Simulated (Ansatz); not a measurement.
# What ScC3 (built on the AlC3 structure) distorts into

Wanted: the energy along a soft mode of ScC3 (built on the AlC3 structure) and the structure at the end.

Calculated with Ansatz 0.2.0; DFT LDA, scalar-relativistic, plane waves, norm-conserving pseudopotentials.

The raw output is cut from this account; settings, times and results stay.

The structure was built from a prototype and need not be the compound's stable phase.

### Step 1. Set-up

The structure is cubic, space group Pm-3m (No. 221). The conventional cell has a = 3.254 Å, b = 3.254 Å, c = 3.254 Å, α = 90.00°, β = 90.00°, γ = 90.00°. Nearest to Sc lie 12 C at 2.30 Å. Nearest to C lie 8 C at 2.30 Å and 4 Sc at 2.30 Å. Farther neighbours, and contacts between anions beyond the nearest, are not listed.

### Step 2. Phonons on a q mesh

Stability and thermal properties need the whole zone. Linear response on a 4×4×4 q mesh gives force constants as far as a supercell of that size would.

input.yaml reads:

```yaml
crystal:
  lattice:
    - [3.2537740111, 0.0, 0.0]
    - [0.0, 3.2537740111, 0.0]
    - [0.0, 0.0, 3.2537740111]
  atoms:
    - { symbol: Sc, position: [0.0, 0.0, 0.0] }
    - { symbol: C, position: [0.0, 0.5, 0.5] }
    - { symbol: C, position: [0.5, 0.0, 0.5] }
    - { symbol: C, position: [0.5, 0.5, 0.0] }
kpoints:
  mp_grid: { grid: [16, 16, 16] }
hamiltonian:
  xc: lda
  pseudopotentials: { kind: nc }
scf:
  occupations: { method: methfessel_paxton, width: 0.2 }
output:
  eigenvalues: true
phonons:
  method: dfpt
  qmesh: [4, 4, 4]
  temperatures: { t_max: 1000, t_step: 50 }
  qpath:
    path:
      - [[0.0, 0.0, 0.0], [0.0, 0.5, 0.0], [0.5, 0.5, 0.0], [0.0, 0.0, 0.0], [0.5, 0.5, 0.5], [0.0, 0.5, 0.0]]
      - [[0.5, 0.5, 0.5], [0.5, 0.5, 0.0]]
    npoints: 10
```

Command:

```console
ansatz run input.yaml --threads 8 --pin off --max-ram 14336MiB --backend cpu --events-out ev --progress --plain --runs-dir out
```

It took 25 min on 8 threads of Arm Neoverse V2, shared host; peak memory 12 GiB; 3.3 h of CPU time.

This step gave:

```yaml
volume_per_atom: 8.612 Å³
gap_on_the_k_mesh: 0 eV
sum_rule_residual_before_enforcement: 6.33e-4 eV/Å²
lowest_frequency_on_the_path: -759.9 cm⁻¹
point_group: m-3m
highest_frequency_on_path_mesh_or_solved_points: 525.6 cm⁻¹
highest_optical_mode_at_the_zone_centre_no_lo_to_term: 512.4 cm⁻¹
lowest_optical_zone_centre_mode: -562.1 cm⁻¹
lowest_mode_on_the_q_mesh_acoustic_modes_at_gamma_apart: -759.9 cm⁻¹
```

Frequencies (cm⁻¹) solved at each irreducible wavevector; negative means imaginary. Frequencies by wavevector, by row:

```tsv
q in reciprocal lattice units	star	mode 1	mode 2	mode 3	mode 4	mode 10	mode 11	mode 12
0 0 0	1	-562.1	-562.1	-562.1	0	512.4	512.4	512.4
0 0 0.25	6	-555.5	-555.5	-407.4	101.8	476.9	489.1	489.1
0 0 -0.5	3	-551.3	-551.3	-336.3	128.1	457.2	470.7	470.7
0 0.25 0.25	12	-512.6	-480.4	-398.1	126.6	416.8	451.2	514
0 0.25 -0.5	12	-507.9	-416.9	-341.6	35	439.5	455.6	512.9
0 -0.5 -0.5	3	-453.9	-358.2	-345.7	-277	513	518.8	518.8
0.25 0.25 0.25	8	-621.7	-384.2	-384.2	-144.8	453.1	509.4	509.4
0.25 0.25 -0.5	12	-578.1	-365.4	-341	-254.7	453.9	481.6	508.1
0.25 -0.5 -0.5	6	-559.8	-373.7	-326.3	-299.2	500.6	500.6	506.5
-0.5 -0.5 -0.5	1	-759.9	-375.4	-375.4	-375.4	504.9	504.9	504.9
```

Interpolated from a 4×4×4 q mesh. Phonon branches along the path, in cm⁻¹:

```tsv
point	branch 1	branch 2	branch 3	branch 4	branch 9	branch 10	branch 11	branch 12
Γ	-562	-562	-562	0	394	512	512	512
halfway	-556	-556	-407	102	382	477	489	489
X	-551	-551	-336	128	384	457	471	471
halfway	-508	-417	-342	35	416	440	456	513
M	-454	-358	-346	-277	375	513	519	519
halfway	-513	-480	-398	127	407	417	451	514
Γ	-562	-562	-562	0	394	512	512	512
halfway	-622	-384	-384	-145	398	453	509	509
R	-760	-375	-375	-375	453	505	505	505
halfway	-578	-365	-341	-255	437	454	482	508
X	-551	-551	-336	128	384	457	471	471
jump to R	-760	-375	-375	-375	453	505	505	505
halfway	-560	-374	-326	-299	432	501	501	506
M	-454	-358	-346	-277	375	513	519	519
```

Symmetry leaves 10 wavevectors to solve. The lowest mode among them, the acoustic zeros apart, lies at q = (-0.5, -0.5, -0.5) and is imaginary, 759.9i cm⁻¹, so the energy falls along it.

### Step 3. The mode frozen in, largest atomic shift 0 Å

The mode followed lies at q = (-0.5, -0.5, -0.5) with frequency 759.9i cm⁻¹, the softest among the wavevectors solved. At small amplitude the pattern taken leaves space group no. 225 by a symmetry search on the positions. The undistorted cell that holds it gives the zero of energy on the same k mesh.

System of this step: ScC3 (built on the AlC3 structure). It takes space group Pm-3m (No. 221, cubic). Conventional cell: a = 3.254 Å, b = 3.254 Å, c = 3.254 Å, α = 90.00°, β = 90.00°, γ = 90.00°. Nearest to Sc lie 12 C at 2.30 Å. Nearest to C lie 8 C at 2.30 Å and 4 Sc at 2.30 Å. Farther neighbours, and contacts between anions beyond the nearest, are not listed.

input.yaml reads:

```yaml
crystal:
  lattice:
    - [3.2537740111, 3.2537740111, 0.0]
    - [3.2537740111, 0.0, 3.2537740111]
    - [3.2537740111, 0.0, -3.2537740111]
  atoms:
    - { symbol: Sc, position: [0.0, 0.0, 0.0] }
    - { symbol: Sc, position: [0.0, 0.5, 0.5] }
    - { symbol: C, position: [0.5, 0.5, 1.0] }
    - { symbol: C, position: [0.5, 0.0, 0.5] }
    - { symbol: C, position: [0.0, 0.0, 0.5] }
    - { symbol: C, position: [0.0, 0.5, 1.0] }
    - { symbol: C, position: [0.5, 0.0, 1.0] }
    - { symbol: C, position: [0.5, 0.5, 0.5] }
kpoints:
  mp_grid: { grid: [12, 12, 12] }
hamiltonian:
  xc: lda
  pseudopotentials: { kind: nc }
scf:
  occupations: { method: methfessel_paxton, width: 0.2 }
output:
  forces: true
  stress: true
  eigenvalues: true
```

Run time: 3.6 s. Hardware: 8 threads; peak memory 0.87 GiB.

Read from the output:

```yaml
pressure: 0.1072 GPa
energy_from_the_undistorted_cell: 0 meV/atom
```

The run ends at a pressure of 0.11 GPa.

### Step 4. The mode frozen in, largest atomic shift 0.45 Å

The atoms are moved along the unstable eigenvector, the largest shift by 0.45 Å, with the cell fixed.

input.yaml, the sections that differ from step 3:

```yaml
crystal:
  lattice:
    - [3.2537740111, 3.2537740111, 0.0]
    - [3.2537740111, 0.0, 3.2537740111]
    - [3.2537740111, 0.0, -3.2537740111]
  atoms:
    - { symbol: Sc, position: [0.0, 0.0, 0.0] }
    - { symbol: Sc, position: [0.0, 0.5, 0.5] }
    - { symbol: C, position: [0.5, 0.5691504693, 1.0691504693] }
    - { symbol: C, position: [0.5, -0.0691504693, 0.4308495307] }
    - { symbol: C, position: [0.1383009387, -0.0691504693, 0.4308495307] }
    - { symbol: C, position: [-0.1383009387, 0.5691504693, 1.0691504693] }
    - { symbol: C, position: [0.5, -0.0691504693, 1.0691504693] }
    - { symbol: C, position: [0.5, 0.5691504693, 0.4308495307] }
# kpoints, hamiltonian, scf, output: as in step 3
```

It took 3.9 s on 8 threads; peak memory 0.89 GiB.

Read from the output:

```yaml
pressure: 7.639 GPa
energy_from_the_undistorted_cell: -791.5 meV/atom
```

The energy, extrapolated to zero smearing, is -791.47 meV/atom against the undistorted cell.

The run ends at a pressure of 7.64 GPa, with forces up to 0.076 eV/Å.

### Step 5. Energy along the mode, all amplitudes (two of the runs are shown above)

An imaginary frequency means negative curvature, so the energy should fall and then rise again as anharmonic terms take over.

Numbers from this step:

| Quantity | Value |
| --- | --- |
| depth at the lowest point sampled | 791.5 meV/atom |
| largest atomic shift at that point | 0.45 Å |

The energy from the parent by largest atomic shift:

```tsv
largest atomic shift (Å)	energy from the parent (meV/atom)
0.000	0
0.040	-15.7
0.080	-60.0
0.140	-168
0.220	-359
0.320	-610
0.450	-791
0.600	-301
```

Displacement at unit largest shift by atom:

```tsv
atom	x (Å)	y (Å)	z (Å)	size
Sc1	0.00	0.00	0.00	0.00
Sc2	0.00	0.00	0.00	0.00
C3	1.00	0.00	0.00	1.00
C4	-1.00	0.00	0.00	1.00
C5	0.00	1.00	0.00	1.00
C6	0.00	-1.00	0.00	1.00
C7	0.00	0.00	-1.00	1.00
C8	0.00	0.00	1.00	1.00
```

The lowest step is at 0.45 Å, 791 meV/atom below the parent, and the energy rises beyond it.

### Step 6. Relaxing from the distorted cell

Starting from the lowest point found, all atoms and the cell are let go, so that strain and other modes of the same symmetry can join in.

Edit input.yaml of step 4 so:

```diff
@@ -25 +25,6 @@
   eigenvalues: true
+relax:
+  adjacent_minimum: "off"
+  f_tol: 0.002
+  max_steps: 120
+  cell: { stress_tol: 0.03 }
```

Wall time 33 s (8 threads); peak memory 0.96 GiB.

Step by step:

```tsv
step	energy less that of the first step (eV)	largest force component (eV/Å)	pressure (GPa)	volume (Å³)
1	0.0000	0.0761	7.64	68.90
2	-0.0688	0.0573	0.98	71.58
3	-0.0694	0.0459	0.28	71.85
4	-0.0694	0.0414	-0.13	71.88
5	-0.0695	0.0002	0.00	71.89
6*	-0.0726	0.0005	0.08	71.89
7	-0.0726	0.0000	0.00	71.93
8*	-0.0726	0.0000	0.00	71.93
```

Relaxation steps marked * repeat the geometry before them on a plane-wave basis chosen anew for their cell, so energy and pressure can jump there.

The run keeps the 48 symmetry operations that the program found, so distortions that break them were not tested.

```tsv
conventional cell, symmetrised	before	after	change
a (Å)	6.508	6.602	+1.4 %
b (Å)	6.508	6.602	+1.4 %
c (Å)	6.508	6.602	+1.4 %
volume (Å³/atom)	8.61	8.99	+4.4 %
```

The atoms that moved most (Å, as changes of fractional coordinates times the final cell):

```tsv
atom	dx	dy	dz	length
C4	-0.014	0.000	0.000	0.014
C8	0.000	0.000	0.014	0.014
C7	0.000	0.000	-0.014	0.014
C6	0.000	-0.014	0.000	0.014
C5	0.000	0.014	0.000	0.014
C3	0.014	0.000	0.000	0.014
```

Read from the output:

* pressure: 0.001427 GPa
* volume per atom: 8.991 Å³

The distorted start has space group Fm-3m; the relaxation ends in Fm-3m.

### Step 7. The new phase in its own primitive cell

The relaxed structure is symmetrised, reduced to its primitive cell and relaxed tightly, as its phonons need.

input.yaml reads:

```yaml
crystal:
  lattice:
    - [0.0, 3.3007830737, 3.3007830737]
    - [3.3007830737, 0.0, 3.3007830737]
    - [3.3007830737, 3.3007830737, 0.0]
  atoms:
    - { symbol: Sc, position: [0.75, 0.75, 0.75] }
    - { symbol: Sc, position: [0.25, 0.25, 0.25] }
    - { symbol: C, position: [0.6786598665, 0.3213401335, 0.3213401335] }
    - { symbol: C, position: [0.3213401335, 0.6786598665, 0.6786598665] }
    - { symbol: C, position: [0.3213401335, 0.6786598665, 0.3213401335] }
    - { symbol: C, position: [0.6786598665, 0.3213401335, 0.6786598665] }
    - { symbol: C, position: [0.6786598665, 0.6786598665, 0.3213401335] }
    - { symbol: C, position: [0.3213401335, 0.3213401335, 0.6786598665] }
kpoints:
  mp_grid: { grid: [10, 10, 10] }
hamiltonian:
  xc: lda
  pseudopotentials: { kind: nc }
scf:
  occupations: { method: methfessel_paxton, width: 0.2 }
output:
  forces: true
  stress: true
  eigenvalues: true
relax:
  adjacent_minimum: "off"
  f_tol: 0.001
  max_steps: 60
  cell: { stress_tol: 0.01 }
```

Elapsed: 7.8 s, on 8 threads; peak memory 0.85 GiB; 60 s of CPU time.

Little changed from the start: no atom moved by 0.005 Å and no cell edge by 0.1 %.

Read from the output:

| Property | Result |
| --- | --- |
| pressure | 0.001368 GPa |
| volume per atom | 8.988 Å³ |

The largest force component left is 0.47 meV/Å and the pressure is 0.001 GPa, within the tolerances set. The cell now holds 8.99 Å³/atom.

### Step 8. Modes of the new phase, k-mesh 10×10×10

A relaxed structure may still be a saddle point, so its zone-centre modes are computed. No field response is asked, since the mesh shows no gap.

input.yaml reads:

```yaml
crystal:
  lattice:
    - [0.0, 3.3005135241, 3.3005135241]
    - [3.3005135241, 0.0, 3.3005135241]
    - [3.3005135241, 3.3005135241, 0.0]
  atoms:
    - { symbol: Sc, position: [0.75, 0.75, 0.75] }
    - { symbol: Sc, position: [0.25, 0.25, 0.25] }
    - { symbol: C, position: [0.6786752988, 0.3213247012, 0.3213247012] }
    - { symbol: C, position: [0.3213247012, 0.6786752988, 0.6786752988] }
    - { symbol: C, position: [0.3213247012, 0.6786752988, 0.3213247012] }
    - { symbol: C, position: [0.6786752988, 0.3213247012, 0.6786752988] }
    - { symbol: C, position: [0.6786752988, 0.6786752988, 0.3213247012] }
    - { symbol: C, position: [0.3213247012, 0.3213247012, 0.6786752988] }
kpoints:
  mp_grid: { grid: [10, 10, 10] }
hamiltonian:
  xc: lda
  pseudopotentials: { kind: nc }
scf:
  occupations: { method: methfessel_paxton, width: 0.2 }
output:
  eigenvalues: true
phonons:
  method: dfpt
```

The job ended after 1.9 min (8 threads; peak memory 6.2 GiB).

Numbers from this step:

- sum-rule residual before enforcement: 4.51e-5 eV/Å²
- highest optical mode at the zone centre (no LO-TO term): 926.4 cm⁻¹
- lowest optical zone-centre mode: -384.1 cm⁻¹

Patterns of degenerate modes are one choice out of their space. Modes at Γ, with each element's share of the kinetic energy (negative means imaginary):

```tsv
mode	frequency (cm⁻¹)	symmetry	Sc %	C %
1	-384.1	T2g	0	100
2	-384.1	T2g	0	100
3	-384.1	T2g	0	100
4	0.0	acoustic	56	44
5	0.0	acoustic	56	44
6	0.0	acoustic	56	44
7	226.2	T2g	100	0
8	226.2	T2g	100	0
9	226.2	T2g	100	0
10	275.3	T1u	43	57
11	275.3	T1u	43	57
12	275.3	T1u	43	57
13	308.0	T1g	0	100
14	308.0	T1g	0	100
15	308.0	T1g	0	100
16	390.9	Eg	0	100
17	390.9	Eg	0	100
18	439.0	T2u	0	100
19	439.0	T2u	0	100
20	439.0	T2u	0	100
21	627.6	T1u	2	98
22	627.6	T1u	2	98
23	627.6	T1u	2	98
24	926.4	A1g	0	100
```

Displacements in mode 3 (-384.1 cm⁻¹), the largest set to 1:
```
Sc1 -0.01  0.00  0.00
Sc2  0.01  0.00  0.00
C3   0.00 -0.05 -0.06
C4   0.00  0.05  0.06
C5  -0.05  0.00 -1.00
C6   0.05  0.00  1.00
C7   0.06  1.00  0.00
C8  -0.06 -1.00  0.00
```

Displacements in mode 24 (926.4 cm⁻¹), the largest set to 1:
```
Sc1  0.00  0.00  0.00
Sc2  0.00  0.00  0.00
C3   1.00  0.00  0.00
C4  -1.00  0.00  0.00
C5   0.00  1.00  0.00
C6   0.00 -1.00  0.00
C7   0.00  0.00 -1.00
C8   0.00  0.00  1.00
```

Before it was imposed, the acoustic sum rule was missed by 4.5e-5 eV/Å². Small misses are needed for a sound result but don't prove that mesh and cutoff are converged. The lowest optical mode is imaginary, 384.1i cm⁻¹, so the energy falls along it.

### Step 9. What came out

```yaml
unstable_mode_of_the_parent: q = (-0.5, -0.5, -0.5), 760i cm⁻¹
depth_at_the_lowest_point_sampled: 791 meV/atom
largest_atomic_shift_at_that_point: 0.45 Å
space_group_reached: Fm-3m
energy_gained_over_the_parent_first_relaxation_on_the_mesh_of_the_frozen_mode: 801 meV/atom
volume_per_atom_phase_reached: 8.99 Å³
lowest_optical_zone_centre_mode_phase_reached: -384 cm⁻¹
highest_optical_mode_at_the_zone_centre_no_lo_to_term_phase_reached: 926 cm⁻¹
```

In words: Along this mode the structure falls into Fm-3m, 801 meV/atom below the parent. At the parent's cell the well is 791.5 meV/atom deep on the steps tried, with its lowest point at a shift of 0.45 Å. Relaxing atoms and cell changes the gain by +9.08 meV/atom against the lowest step (energies at zero smearing). The new phase still has an imaginary mode at the zone centre of its cell, so it is a saddle point on the way to a lower structure. Each path keeps the symmetry of its pattern, so a lower phase may lie along a pattern not tried. With no gap, or one that is small against the smearing, the frequencies hang on the k mesh and the smearing, most of all near Kohn anomalies. The phonon runs are without spin polarisation, although the cell has an odd electron count. A phonon run warned that its eigensolver left some bands unconverged in a pass. The starting cell was built on a prototype and not taken from a measurement, so the phase need not exist.

[Long decimals in the printed logs are rounded to 6 places.]

[Logs are printed without paths, hosts, clocks, repeated set-up lines and the standing remarks that a program may print on its own settings, such as how far it seeks lower states.]

[Hosts, paths, dates, database ids (printed as entryN), source tags and the programs' standing remarks are cut or masked in the printed files.]

[Where the starting crystal was built by hand or by swapping elements, it need not be the compound's stable phase.]
